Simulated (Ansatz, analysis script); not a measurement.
# Magnetovolume effects in Nickel

Wanted: energy and moment of Nickel against volume, with typed moments, small moments and no spin.

Method: PBE, PAW set soft_1, in Ansatz 0.2.0.

## Step 1: Starting point

It takes space group Fm-3m (No. 225, cubic). The conventional cell has a = 3.524 Å, b = 3.524 Å, c = 3.524 Å, α = 90.00°, β = 90.00°, γ = 90.00°. Nearest to Ni lie 12 Ni at 2.49 Å.

Coordinates:

```cif
data_structure
_symmetry_space_group_name_H-M 'P 1'
_symmetry_Int_Tables_number 1
_cell_length_a 2.4918
_cell_length_b 2.4918
_cell_length_c 2.4918
_cell_angle_alpha 60.000
_cell_angle_beta 60.000
_cell_angle_gamma 60.000
_cell_volume 10.94
loop_
_atom_site_label
_atom_site_type_symbol
_atom_site_fract_x
_atom_site_fract_y
_atom_site_fract_z
_atom_site_occupancy
Ni1 Ni 0.00000 0.00000 0.00000 1
```

## Step 2: The collinear state

First a free collinear run, to see which state the typed moments lead to.

Input file input.yaml:

```yaml
crystal:
  lattice:
    - [0.0, 1.761935, 1.761935]
    - [1.761935, 0.0, 1.761935]
    - [1.761935, 1.761935, 0.0]
  atoms:
    - { symbol: Ni, position: [0.0, 0.0, 0.0], spin: 1.0 }
magnetization:
  spin_polarized: true
kpoints:
  mp_grid: { grid: [16, 16, 16] }
hamiltonian:
  xc: pbe
  pseudopotentials: { kind: paw, azcp: { folder: soft_1 } }
scf:
  occupations: { method: fermi_dirac, width: 0.05 }
  max_iter: 120
  convergence: { dr2_threshold: 1.0e-08 }
  lower_state_search: "off"
```

The run is started by

```bash
ansatz run input.yaml --threads 2 --pin off --max-ram 5120MiB --backend cpu --events-out ev --progress --plain --runs-dir out
```

Numbers of over 12 decimals in the logs are rounded to 6 here.

Output:

```text
Engine: ansatz 0.2.0, aarch64-unknown-linux-gnu
Pseudopotentials: kind: paw
Pseudopotential: Ni, paw, valence charge 18, recommended cutoff 420 eV (normal), soft_1/Ni.paw.azcp
Functional definition: PBE
  parameter kappa = 0.804
  parameter beta = 0.066725
  exchange = pbe_x(kappa = kappa, mu = beta*pi^2/3)
  correlation = pbe_c(beta = beta)
Crystal: 1 atoms, lattice volume = 10.940 Å³
Basis set: ecut = 420 eV, 181 PW (Γ)
Bands: 14, of which v1, the nominal top of the filled ones, is band 9 counted from 1 (8 counted from 0)
Symmetry: 48 space group operations
Space group: Fm-3m (ITA 225), of the structure as read, at distance tolerance 2.2e-5 Å
Magnetic group: BNS 225.116 (UNI 1618), of the structure as read, at distance tolerance 2.2e-5 Å
k-points: 145 of 4096
Non-local potential: Ni, projectors of the file, l = 0: 3, l = 1: 2, l = 2: 3, l = 3: 1
PAW form: soft (Blöchl's): semilocal exchange-correlation on the pseudo side does not see the compensation charge
PAW one-centre angular grid: Ni, 590 points (default); XC on 64 Gauss nodes
Initial density: superposition of atomic densities (chi_scale 0.1, normalization cell)
Starting moments: Σ|m| = 1 μB on 1 of 1 site
Initial wavefunctions: pseudopotential atomic-orbital guess
Functional: x = pbe(κ = 0.804, μ = 0.219515), c = pbe(β = 0.066725)
iter 1 solved again at ethr=1.07e-4 eV; its pass at ethr=3.10e-3 eV (dr2=1.93e-2 eV) is discarded
SCF iter   1: F=—  HF=-5839.723186 eV  |F-HF|=—  |Δ(HF+E_count)|=         —  Δρ=3.14e-2 (↑1.80e-2 ↓3.14e-2)  dr2=1.93e-2  dr2_m=5.52e-2  M=0.697 μB ∫|m|=0.739 μB  β_m=0.30  ethr=1.07e-4  ⟨swp⟩=1.0  Hψ=24378  notcnv=0
preconditioner: auto → none  [metal: Δε(μ)=0.019 eV  Ē_g=16.736 eV  σ=0.050 eV  W_gap=0.10  n_scr=0 (ndim 8)  ℏωp=35.5 eV  f_vac=0.000  D(μ)=1.85/eV (n_scr^D=26)]
SCF iter   2: F=—  HF=-5839.721022 eV  |F-HF|=—  |Δ(HF+E_count)|=   2.16e-3  Δρ=2.08e-2 (↑2.08e-2 ↓1.54e-2)  dr2=6.84e-3  dr2_m=2.80e-2  M=0.690 μB ∫|m|=0.743 μB  β_m=0.30  ethr=1.07e-4  ⟨swp⟩=2.7  Hψ=7605  notcnv=0
SCF iter   3: F=—  HF=-5839.724641 eV  |F-HF|=—  |Δ(HF+E_count)|=   3.62e-3  Δρ=1.57e-2 (↑1.45e-2 ↓1.57e-2)  dr2=1.20e-3  dr2_m=2.09e-2  M=0.665 μB ∫|m|=0.730 μB  β_m=0.30  ethr=3.80e-5  ⟨swp⟩=2.2  Hψ=6012  notcnv=0
SCF iter   4: F=—  HF=-5839.723509 eV  |F-HF|=—  |Δ(HF+E_count)|=   1.13e-3  Δρ=1.26e-2 (↑1.10e-2 ↓1.26e-2)  dr2=2.35e-4  dr2_m=1.40e-2  M=0.650 μB ∫|m|=0.722 μB  β_m=0.30  ethr=6.64e-6  ⟨swp⟩=2.0  Hψ=8205  notcnv=0
SCF iter   5: F=—  HF=-5839.726635 eV  |F-HF|=—  |Δ(HF+E_count)|=   3.13e-3  Δρ=1.06e-2 (↑8.68e-3 ↓1.06e-2)  dr2=3.14e-4  dr2_m=9.27e-3  M=0.638 μB ∫|m|=0.716 μB  β_m=0.30  ethr=1.31e-6  ⟨swp⟩=1.9  Hψ=5413  notcnv=0
SCF iter   6: F=—  HF=-5839.728461 eV  |F-HF|=—  |Δ(HF+E_count)|=   1.83e-3  Δρ=8.39e-3 (↑7.03e-3 ↓8.39e-3)  dr2=1.51e-4  dr2_m=5.94e-3  M=0.630 μB ∫|m|=0.712 μB  β_m=0.30  ethr=1.31e-6  ⟨swp⟩=1.0  Hψ=4110  notcnv=0
SCF iter   7: F=—  HF=-5839.729515 eV  |F-HF|=—  |Δ(HF+E_count)|=   1.05e-3  Δρ=6.44e-3 (↑5.77e-3 ↓6.44e-3)  dr2=3.35e-5  dr2_m=3.73e-3  M=0.624 μB ∫|m|=0.709 μB  β_m=0.30  ethr=8.37e-7  ⟨swp⟩=1.1  Hψ=4140  notcnv=0
Mixer restart at iter 7: flushing history
spin-set hold released at iteration 7 (site moments contracting): the magnetisation degrees of freedom join the quasi-Newton model from the next iteration; the mixer history was flushed
SCF iter   8: F=—  HF=-5839.730137 eV  |F-HF|=—  |Δ(HF+E_count)|=   6.22e-4  Δρ=4.88e-3 (↑4.73e-3 ↓4.88e-3)  dr2=2.61e-6  dr2_m=2.31e-3  M=0.620 μB ∫|m|=0.707 μB  β_m=0.61  ethr=1.86e-7  ⟨swp⟩=2.6  Hψ=6092  notcnv=0
SCF iter   9: F=—  HF=-5839.731179 eV  |F-HF|=—  |Δ(HF+E_count)|=   1.04e-3  Δρ=2.40e-3 (↑1.36e-3 ↓2.40e-3)  dr2=8.15e-4  dr2_m=2.91e-5  M=0.606 μB ∫|m|=0.699 μB  β_m=0.46  ethr=1.45e-8  ⟨swp⟩=3.2  Hψ=8730  notcnv=0
SCF iter  10: F=—  HF=-5839.731001 eV  |F-HF|=—  |Δ(HF+E_count)|=   1.78e-4  Δρ=3.30e-4 (↑2.72e-4 ↓3.30e-4)  dr2=8.36e-6  dr2_m=4.57e-6  M=0.606 μB ∫|m|=0.699 μB  β_m=0.60  ethr=1.45e-8  ⟨swp⟩=3.1  Hψ=8266  notcnv=0
SCF iter  11: F=—  HF=-5839.731008 eV  |F-HF|=—  |Δ(HF+E_count)|=   7.72e-6  Δρ=1.41e-4 (↑1.41e-4 ↓1.02e-4)  dr2=4.89e-7  dr2_m=1.15e-6  M=0.607 μB ∫|m|=0.699 μB  β_m=0.80  ethr=1.45e-8  ⟨swp⟩=2.0  Hψ=6192  notcnv=0
SCF iter  12: F=—  HF=-5839.731010 eV  |F-HF|=—  |Δ(HF+E_count)|=   1.70e-6  Δρ=2.52e-5 (↑1.51e-5 ↓2.52e-5)  dr2=8.72e-9  dr2_m=3.94e-8  M=0.606 μB ∫|m|=0.698 μB  β_m=0.90  ethr=5.56e-11  ⟨swp⟩=2.0  Hψ=12591  notcnv=0
iter 13 did not close the SCF: its close was put off for a magnetic moment that had not settled (scf_convergence_deferred on its scf_iter line)
SCF iter  13: F=-5839.731010 eV  HF=-5839.731010 eV  |F-HF|=1.52e-9  |Δ(HF+E_count)|=   6.86e-8  Δρ=9.10e-6 (↑9.10e-6 ↓3.94e-6)  dr2=2.05e-9  dr2_m=3.93e-9  M=0.606 μB ∫|m|=0.698 μB  β_m=0.95  ethr=4.85e-11  ⟨swp⟩=2.9  Hψ=8970  notcnv=0
SCF iter  14: F=-5839.731010 eV  HF=-5839.731010 eV  |F-HF|=1.12e-10  |Δ(HF+E_count)|=  8.13e-10  Δρ=2.16e-6 (↑2.16e-6 ↓1.23e-6)  dr2=2.31e-10  dr2_m=1.87e-10  M=0.606 μB ∫|m|=0.698 μB  ethr=1.14e-11  ⟨swp⟩=1.1  Hψ=11452  notcnv=0
SCF 1 converged in 14 iterations: F = -5839.731010 eV  dr2 = 2.31e-10
  greatest PAW one-centre occupation: 1.001 electrons in one spin orbital (limit 2), on the Ni atom at site 0 (counted from 0), in its partial waves of l = 1
SCF converged after 14 iterations
Magnetization: 0.6064 μB (9.3032 up, 8.6968 down)
Absolute magnetization: 0.6993 μB (∫|ρ↑−ρ↓|, with the PAW one-centre terms)
Spin contamination: 0.0068 ħ² per cell (⟨S²⟩ above its minimum at these occupations)
Per-site moments (μB) at R_I (Å): [(0.645366, 1.027848)]
Free energy (F): -5839.731010 eV
Harris-Foulkes:  -5839.731010 eV  (|F-HF|=1.12e-10)
Internal energy: -5839.716867 eV  (E = F + TS)
E sigma→0 (E₀):  -5839.723939 eV
Entropy (-TS):   -0.014143 eV (-14.143 meV/atom)
Fermi energy:    17.836274 eV
--- Per-component energies (eV) ---
  E_band       = -290.364336
  E_kinetic    = 339.112395
  E_local      = -2745.920088  (includes V_loc(G=0)·N_el)
  E_nonlocal   = -117.584720
  E_hartree    = 1488.787872
  E_xc         = -112.812241
  E_vxc        = -145.551629  (∫ρ·V_xc dr)
  E_paw        = -1656.199750  (= ΣΔE_a)
  E_vpaw       = -597.995991  (= ΣTr[D̂ρ^β])
  E_aug_tail   = 0.001109  (compensation charges beyond the density's cutoff)
  E_ewald      = -3035.101444
  E_smearing   = -0.014143  (= −TS)
  E_closure    = 0.000000  (closes the sum)
  Σ components = -5839.731010   (vs F -5839.731010, Δ=0.00e0)
```

It took 2.5 s on 2 threads of Arm Neoverse V1, shared host; peak memory 0.25 GiB; 4.7 s of CPU time.

In the SCF lines HF is the Harris–Foulkes energy and dr2 the Hartree energy of the density residual, in eV; the loop may stop once dr2 is under the threshold and the program's other checks hold. Hψ counts applications of the Hamiltonian.

Spin moment in the atom's sphere by atom:

| atom | spin moment in the atom's sphere (μB) |
| --- | --- |
| Ni1 | 0.645 |

The run ends ferromagnetic, with a net moment of 0.606 μB a cell. With one Ni atom carrying the moment, parallel order of its images is forced by the cell, not found.

## Step 3: Mesh refined

Levels at the Fermi energy are partly filled, so moments and energy differences can hang on the k-mesh, and the state is solved again on a denser one.

input.yaml, the sections that differ from step 2:

```yaml
crystal:
  lattice:
    - [0.0, 1.761935, 1.761935]
    - [1.761935, 0.0, 1.761935]
    - [1.761935, 1.761935, 0.0]
  atoms:
    - { symbol: Ni, position: [0.0, 0.0, 0.0], spin: 0.65 }
kpoints:
  mp_grid: { grid: [19, 19, 19] }
basis:
  ecutwfc: 420.0
checkpoint:
  read: start
  write: ck
  compress: false
  write_wavefunctions: false
  write_every: 100000
# magnetization, hamiltonian, scf: as in step 2
```

Output:

```text
[...]
SCF converged after 7 iterations
Magnetization: 0.6563 μB (9.3282 up, 8.6718 down)
Absolute magnetization: 0.7496 μB (∫|ρ↑−ρ↓|, with the PAW one-centre terms)
[...]
Per-site moments (μB) at R_I (Å): [(0.695819, 1.027848)]
Free energy (F): -5839.730380 eV
[...]
Internal energy: -5839.715934 eV  (E = F + TS)
E sigma→0 (E₀):  -5839.723157 eV
Entropy (-TS):   -0.014446 eV (-14.446 meV/atom)
Fermi energy:    17.838683 eV
[...]
```

Wall time 2.5 s (2 threads); peak memory 0.27 GiB.

Spin moment in the atom's sphere by atom:

| atom | spin moment in the atom's sphere (μB) |
| --- | --- |
| Ni1 | 0.696 |

The run ends ferromagnetic, with a net moment of 0.656 μB a cell, against 0.606 μB on the first mesh.

The cell's volume is scaled by the factor named; fractional positions stay, and energies count from the lowest run.

## Step 4: Factor 0.82, typed moments

Three starts at each size show whether high-spin, low-spin and non-magnetic states coexist. One mesh, built for the smallest cell, and one cutoff serve all sizes, so that energies can be subtracted.

input.yaml, the sections that differ from step 3:

```yaml
crystal:
  lattice:
    - [0.0, 1.64915383, 1.64915383]
    - [1.64915383, 0.0, 1.64915383]
    - [1.64915383, 1.64915383, 0.0]
  atoms:
    - { symbol: Ni, position: [0.0, 0.0, 0.0], spin: 1.0 }
kpoints:
  mp_grid: { grid: [20, 20, 20] }
output:
  stress: true
# magnetization, hamiltonian, scf, basis: as in step 3
# checkpoint: removed
```

The run is started by

```bash
ansatz run input.yaml --threads 1 --pin off --max-ram 2560MiB --backend cpu --events-out ev --progress --plain --runs-dir out
```

Output:

```text
Warning: output.stress: scf.convergence.dr2_threshold = 1e-8 eV is looser than the 1e-10 eV advised for a printed stress (1e-10 eV for each atom of the cell: 1). What an SCF threshold leaves in a stress goes as its square root, and in the free energy as the threshold itself, and one threshold admits the most on a small cell: [figures from the program's tests cut] Set scf.convergence.dr2_threshold to 1e-10 eV or tighter. The threshold is an SCF's pass mark: one that does not reach it within its budget of iterations ends unconverged, or closes short of it on a stop that the run arms, and scf.convergence.dr2_threshold's page says what that costs each kind of run
[...]
Crystal: 1 atoms, lattice volume = 8.970 Å³
Basis set: ecut = 420 eV, 169 PW (Γ)
Bands: 14, of which v1, the nominal top of the filled ones, is band 9 counted from 1 (8 counted from 0)
Symmetry: 48 space group operations
[...]
k-points: 256 of 8000
[...]
Starting moments: Σ|m| = 1 μB on 1 of 1 site
[...]
SCF iter  13: F=-5839.423524 eV  HF=-5839.423524 eV  |F-HF|=5.91e-11  |Δ(HF+E_count)|=  1.03e-10  Δρ=1.99e-6 (↑2.87e-7 ↓1.99e-6)  dr2=1.34e-10  dr2_m=1.01e-10  M=0.600 μB ∫|m|=0.668 μB  ethr=2.66e-12  ⟨swp⟩=2.2  Hψ=24403  notcnv=0
SCF 1 converged in 13 iterations: F = -5839.423524 eV  dr2 = 1.34e-10
[...]
SCF converged after 13 iterations
an eigenvalue changed by more than its tolerance at an iteration that met the thresholds in force, so the SCF went on 1 time: the last check found none over its tolerance
Magnetization: 0.6003 μB (9.3001 up, 8.6999 down)
Absolute magnetization: 0.6695 μB (∫|ρ↑−ρ↓|, with the PAW one-centre terms)
[...]
Per-site moments (μB) at R_I (Å): [(0.630700, 0.962055)]
Free energy (F): -5839.423524 eV
[...]
Internal energy: -5839.411962 eV  (E = F + TS)
E sigma→0 (E₀):  -5839.417743 eV
Entropy (-TS):   -0.011563 eV (-11.563 meV/atom)
Fermi energy:    22.754020 eV
[...]
--- Stress (GPa, compression-positive) ---
       61.947748       0.000000       0.000000
       -0.000000      61.947748      -0.000000
       -0.000000      -0.000000      61.947748
  P = ⅓ Tr σ = 61.9477 GPa (619.477 kbar)
```

Run time: 8.4 s. Hardware: 1 thread; peak memory 0.28 GiB.

It ends ferromagnetic, with 0.631 μB on the largest site.

## Step 5: Factor 0.82, starting moments cut to 30 %

A self-consistent run from these starting moments shows which magnetic state they lead to.

input.yaml, as its differences from that of step 4:

```diff
@@ -6,3 +6,3 @@
   atoms:
-    - { symbol: Ni, position: [0.0, 0.0, 0.0], spin: 1.0 }
+    - { symbol: Ni, position: [0.0, 0.0, 0.0], spin: 0.3 }
 magnetization:
```

Output:

```text
[...]
Crystal: 1 atoms, lattice volume = 8.970 Å³
Basis set: ecut = 420 eV, 169 PW (Γ)
Bands: 14, of which v1, the nominal top of the filled ones, is band 9 counted from 1 (8 counted from 0)
Symmetry: 48 space group operations
[...]
k-points: 256 of 8000
[...]
Internal energy: -5839.411962 eV  (E = F + TS)
E sigma→0 (E₀):  -5839.417743 eV
Entropy (-TS):   -0.011562 eV (-11.562 meV/atom)
Fermi energy:    22.754044 eV
[...]
--- Stress (GPa, compression-positive) ---
       61.947589       0.000000      -0.000000
       -0.000000      61.947589      -0.000000
       -0.000000       0.000000      61.947589
  P = ⅓ Tr σ = 61.9476 GPa (619.476 kbar)
[key lines of the parts left out:]
SCF converged after 13 iterations
Magnetization: 0.6003 μB (9.3001 up, 8.6999 down)
Free energy (F): -5839.423524 eV
```

Elapsed: 8.1 s, on 1 thread; peak memory 0.28 GiB.

It ends ferromagnetic, with 0.631 μB on the largest site.

## Step 6: Factor 0.94, starting moments cut to 30 %

The density is converged from the given moments; the state reached depends on that start.

input.yaml, as its differences from that of step 5:

```diff
@@ -2,5 +2,5 @@
   lattice:
-    - [0.0, 1.64915383, 1.64915383]
-    - [1.64915383, 0.0, 1.64915383]
-    - [1.64915383, 1.64915383, 0.0]
+    - [0.0, 1.72596705, 1.72596705]
+    - [1.72596705, 0.0, 1.72596705]
+    - [1.72596705, 1.72596705, 0.0]
   atoms:
```

Output:

```text
[...]
Crystal: 1 atoms, lattice volume = 10.283 Å³
Basis set: ecut = 420 eV, 181 PW (Γ)
Bands: 14, of which v1, the nominal top of the filled ones, is band 9 counted from 1 (8 counted from 0)
Symmetry: 48 space group operations
[...]
k-points: 256 of 8000
[...]
Internal energy: -5839.694938 eV  (E = F + TS)
E sigma→0 (E₀):  -5839.701446 eV
Entropy (-TS):   -0.013016 eV (-13.016 meV/atom)
Fermi energy:    19.263249 eV
[...]
--- Stress (GPa, compression-positive) ---
       13.254323      -0.000000       0.000000
        0.000000      13.254323       0.000000
        0.000000      -0.000000      13.254323
  P = ⅓ Tr σ = 13.2543 GPa (132.543 kbar)
[key lines of the parts left out:]
SCF converged after 15 iterations
Magnetization: 0.6281 μB (9.3141 up, 8.6859 down)
Free energy (F): -5839.707954 eV
```

It took 9.2 s on 1 thread; peak memory 0.29 GiB.

It ends ferromagnetic, with 0.665 μB on the largest site.

Between step 5 and this run (scale 0.94) the value for the largest spin moment in the atom's sphere moves from 0.631 μB to 0.665 μB (+5 %).

(Part 1 of 2 ends here.)

[Logs and program files are shortened in this print: banners, set-up blocks, solver, clock and traceback lines can be left out without a mark of their own.]

[Logs are printed without paths, hosts, clocks, repeated set-up lines and the standing remarks that a program may print on its own settings, such as how far it seeks lower states.]

[Hosts, paths, dates, database ids (printed as entryN), source tags and the programs' standing remarks are cut or masked in the printed files.]

[Where the input sets lower_state_search to off, the program did not look for lower states, so one may exist.]
